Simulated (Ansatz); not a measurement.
# Al2CdOs3, from a guessed structure to a relaxed one, part 2 of 2

This structure for Al2CdOs3 is made up. Its elements were placed in a known structure type with a cell scaled to their sizes. What cell does the guess relax to, and how far off was it?

Ansatz 0.2.0; DFT, PBE, plane-wave PAW, files of the set soft_1, scalar-relativistic, no spin, cell and ions relaxed at zero pressure; PAW set soft_1 (the session's first sound run).

So far: The starting structure; Relaxing cell and atoms. The relaxed cell has a = 5.306, c = 4.171 Å (conventional setting).

**3. Electronic structure of the relaxed cell**

With the geometry fixed, one more self-consistent run, with a narrower smearing and the mesh shown in its input, gives the bands, and its pressure, and its forces where symmetry allows any, show how far the geometry depends on these settings.

This step: DFT, PBE, plane-wave PAW, files of the set soft_1, scalar-relativistic, no spin, bands and density of states at the relaxed cell; PAW set soft_1 (Ansatz 0.2.0).

Input file input.yaml:

```yaml
crystal:
  lattice:
    - [5.306046151, 0.0, 0.0]
    - [-2.6530230755, 4.5951707604, 0.0]
    - [0.0, 0.0, 4.1708845679]
  atoms:
    - { symbol: Os, position: [0.0, 0.5, 0.5] }
    - { symbol: Os, position: [0.5, 0.5, 0.5] }
    - { symbol: Os, position: [0.5, 0.0, 0.5] }
    - { symbol: Cd, position: [0.0, 0.0, 0.0] }
    - { symbol: Al, position: [0.6666666667, 0.3333333333, 0.0] }
    - { symbol: Al, position: [0.3333333333, 0.6666666667, 0.0] }
kpoints:
  mp_grid: { grid: [8, 8, 8] }
  band_path:
    path:
      - [[0.0, 0.0, 0.0], [0.5, 0.0, 0.0], [0.33333333, 0.33333333, 0.0], [0.0, 0.0, 0.0], [0.0, 0.0, 0.5], [0.5, 0.0, 0.5], [0.33333333, 0.33333333, 0.5], [0.0, 0.0, 0.5]]
      - [[0.5, 0.0, 0.5], [0.5, 0.0, 0.0]]
      - [[0.33333333, 0.33333333, 0.0], [0.33333333, 0.33333333, 0.5]]
    npoints: 8
scf:
  occupations: { method: fermi_dirac, width: 0.03 }
  n_extra_bands: 10
hamiltonian:
  xc: pbe
  pseudopotentials: { kind: paw, azcp: { folder: soft_1 } }
output:
  forces: true
  stress: true
  write_bands: true
  dos: { projected: true }
  write_density: true
  write_potential: true
  elf: true
  volumetric_format: npy
```

Run with:

```sh
$ ansatz run input.yaml --threads 4 --pin off --max-ram 10240MiB --backend cpu --events-out ev --progress --plain --runs-dir out
```

Numbers of over 12 decimals in the logs are rounded to 6 here.

Output:

```text
[...]
Crystal: 6 atoms, lattice volume = 101.695 Å³
Basis set: ecut = 420 eV, 1999 PW (Γ), exchange–correlation on 72×72×60 points (8 copies of the dense FFT grid, shifted against one another)
Bands: 47, of which v1, the nominal top of the filled ones, is band 37 counted from 1 (36 counted from 0)
Symmetry: 24 space group operations
[...]
k-points: 50 of 512
[...]
SCF iter   1: F=—  HF=-43486.150549 eV  |F-HF|=—  |Δ(HF+E_count)|=         —  Δρ=6.01e-2  dr2=3.41e0  ethr=3.10e-3  ⟨swp⟩=6.2  Hψ=8577  notcnv=0  defer=1
[...]
SCF iter   9: F=-43485.181540 eV  HF=-43485.181540 eV  |F-HF|=1.67e-8  |Δ(HF+E_count)|=   2.12e-8  Δρ=4.94e-6  dr2=3.55e-8  ethr=1.35e-10  ⟨swp⟩=13.8  Hψ=14651  notcnv=0
SCF 1 converged in 9 iterations: F = -43485.181540 eV  dr2 = 3.55e-8
[...]
NSCF: frozen V_eff on 75 k-points
SCF converged after 9 iterations
Free energy (F): -43485.181540 eV
[...]
Internal energy: -43485.157980 eV  (E = F + TS)
E sigma→0 (E₀):  -43485.169760 eV
Entropy (-TS):   -0.023560 eV (-3.927 meV/atom)
Fermi energy:    15.826280 eV
[...]
--- Stress (GPa, compression-positive) ---
        0.478723      -0.000000       0.000000
        0.000000       0.478723       0.000000
        0.000000       0.000000      -0.765014
  P = ⅓ Tr σ = 0.0641 GPa (0.641 kbar)
--- Band table (eV; the first three rows and the last of 50) ---
  k-point 0: bands = [... 33 lower, 14.6310, 15.0138, 16.1066, 16.1551, 16.1551, 16.2081, 16.2081, 17.7822, ... 6 higher]
  k-point 1: bands = [... 33 lower, 15.1962, 15.1962, 16.0789, 16.1545, 16.1545, 16.2055, 16.2055, 17.7327, ... 6 higher]
  k-point 2: bands = [... 33 lower, 15.9088, 15.9088, 16.0134, 16.1975, 16.1975, 16.5525, 16.5525, 17.3377, ... 6 higher]
  k-point 49: bands = [... 33 lower, 13.7490, 14.4882, 14.6871, 14.8725, 15.4546, 15.5838, 15.6596, 15.9203, ... 6 higher]
```

The job ended after 2.1 s (4 threads of AMD EPYC 9B45 (Zen 5), shared host; peak memory 0.61 GiB; 7.8 s of CPU time).

Numbers from this step:

| Quantity | Value |
| --- | --- |
| free energy | -43485.1815 eV |
| energy at zero smearing | -43485.1698 eV |
| smearing term TS | 0.02356 eV |
| Fermi energy | 15.83 eV |
| pressure | 0.06414 GPa |

From bands.tsv, the bands that come nearest the Fermi level along the path, at its corners, in eV from the Fermi level:

```tsv
point	band 34	band 35	band 36	band 37	band 38	band 39	band 40	band 41
Γ	-1.20	-0.81	0.28	0.33	0.33	0.38	0.38	1.96
M	-2.16	-1.62	-1.56	-0.29	0.30	0.30	2.89	2.93
K	-1.20	-1.20	-0.83	-0.83	-0.70	0.80	3.24	3.24
Γ	-1.20	-0.81	0.28	0.33	0.33	0.38	0.38	1.96
A	-0.66	-0.41	0.09	0.09	0.10	0.39	0.39	0.78
L	-1.95	-1.86	-1.83	-1.36	-0.39	0.17	0.21	0.38
H	-2.28	-1.33	-1.04	-0.56	-0.56	-0.35	-0.35	0.08
A	-0.66	-0.41	0.09	0.09	0.10	0.39	0.39	0.78
L	-1.95	-1.86	-1.83	-1.36	-0.39	0.17	0.21	0.38
M	-2.16	-1.62	-1.56	-0.29	0.30	0.30	2.89	2.93
K	-1.20	-1.20	-0.83	-0.83	-0.70	0.80	3.24	3.24
H	-2.28	-1.33	-1.04	-0.56	-0.56	-0.35	-0.35	0.08
```

Counts of states for the cell as run, both spins, by energy window (eV from the Fermi level):

| from | to | total |
| --- | --- | --- |
| -8 | -7 | 0.94 |
| -7 | -6 | 2.59 |
| -6 | -5 | 2.81 |
| -5 | -4 | 3.92 |
| -4 | -3 | 5.80 |
| -3 | -2 | 5.77 |
| -2 | -1 | 4.95 |
| -1 | 0 | 4.04 |
| 0 | 1 | 5.63 |
| 1 | 2 | 1.88 |
| 2 | 3 | 2.46 |
| 3 | 4 | 1.83 |

Below -8 eV lie 43.3 more states.

ELF in the ab plane at fractional z = 0.000, with atoms of Cd and Al within 0.2 Å of it. It is the smooth field of the valence electrons, not physical close to the nuclei.

Ten even steps from '0' (0.04) to '9' (0.94), each cell a mean:
```
742123443311258
321233443211245
212321123311222
123200013311111
233103013321111
343000133333323
443001344333333
443223444311244
333333343100144
222222331030133
111112320000232
122112320012321
333212333333212
763212344432124
973112344321237
```
Columns run along a (5.3 Å), rows up along b (5.3 Å). Atoms in or near the plane, at fractional coordinates: Cd at (0.00, 0.00), Al at (0.67, 0.33), Al at (0.33, 0.67).

Valence density in the ab plane at fractional z = 0.000, with atoms of Cd and Al within 0.2 Å of it. It is the smooth field of the valence electrons, not physical close to the nuclei.

Ten steps, logarithmic in the rise over the least value, from '_' (0 e/Å³) to '@' (24 e/Å³), each cell a mean:
```
@@**--..______________..==##@@
**--..________________..==**##
::..__________________..::====
________________________......
______________________________
______________________________
______________________________
______________________________
______________________________
______________________________
____..________________________
::::::..____________________..
++**==::..________________..--
%%%%**::________________..--**
@@%%++::________________::**@@
```
Columns run along a (5.3 Å), rows up along b (5.3 Å). Atoms in or near the plane, at fractional coordinates: Cd at (0.00, 0.00), Al at (0.67, 0.33), Al at (0.33, 0.67).

Electrostatic potential energy in the ab plane at fractional z = 0.000, with atoms of Cd and Al within 0.2 Å of it. With pseudopotentials it is smooth inside the atoms' cores, unlike the true potential.

Ten even steps from '0' (-14 eV) to '9' (20 eV), each cell a mean:
```
004898888997300
147887667887300
578754446887533
888547746888777
986489747898889
985598458988889
874454588876678
886446888544468
988788885477468
998899864897478
888889845984589
655788744545788
112588864568874
001589887888740
001689988998510
```
Columns run along a (5.3 Å; values clipped at the 3rd and 97th percentile), rows up along b (5.3 Å). Atoms in or near the plane, at fractional coordinates: Cd at (0.00, 0.00), Al at (0.67, 0.33), Al at (0.33, 0.67).

**4. Summary of results**

| Quantity | Value |
| --- | --- |
| space group, relaxed | P6/mmm |
| conventional cell | a = 5.306, b = 5.306, c = 4.171 Å; α = 90.0°, β = 90.0°, γ = 120.0° |
| volume per atom | 16.95 Å³ (guess 13.55) |

Al2CdOs3 relaxes to P6/mmm with a = 5.306, b = 5.306 and c = 4.171 Å. The guessed volume was 20 % too small. The space group P6/mmm was held in the relaxation, so the end point is a stationary structure within it and may be a saddle against distortions or other arrangements. Bands cross the Fermi level, so it is a metal or semimetal at this level. On the 8×8×8 mesh with the narrower smearing (relaxed on 6×6×9) the forces vanish, as symmetry may demand, and the largest stress component is 0.765 GPa, against the relaxation's thresholds of 0.015 eV/Å and 0.05 GPa. The cutoff wasn't tested. A vector of the cell changed its length by 46 %, so the starting arrangement is largely lost and the mesh was laid for another shape. Spin-orbit coupling is left out, which can matter for elements this heavy. No dispersion term is used, so weakly bound directions may come out too long. The runs have no spin, and magnetism wasn't tested. Nothing here tests whether the compound is stable against decomposition.

[Logs are printed without paths, hosts, clocks, repeated set-up lines and the standing remarks that a program may print on its own settings, such as how far it seeks lower states.]

[Hosts, paths, dates, database ids (printed as entryN), source tags and the programs' standing remarks are cut or masked in the printed files.]
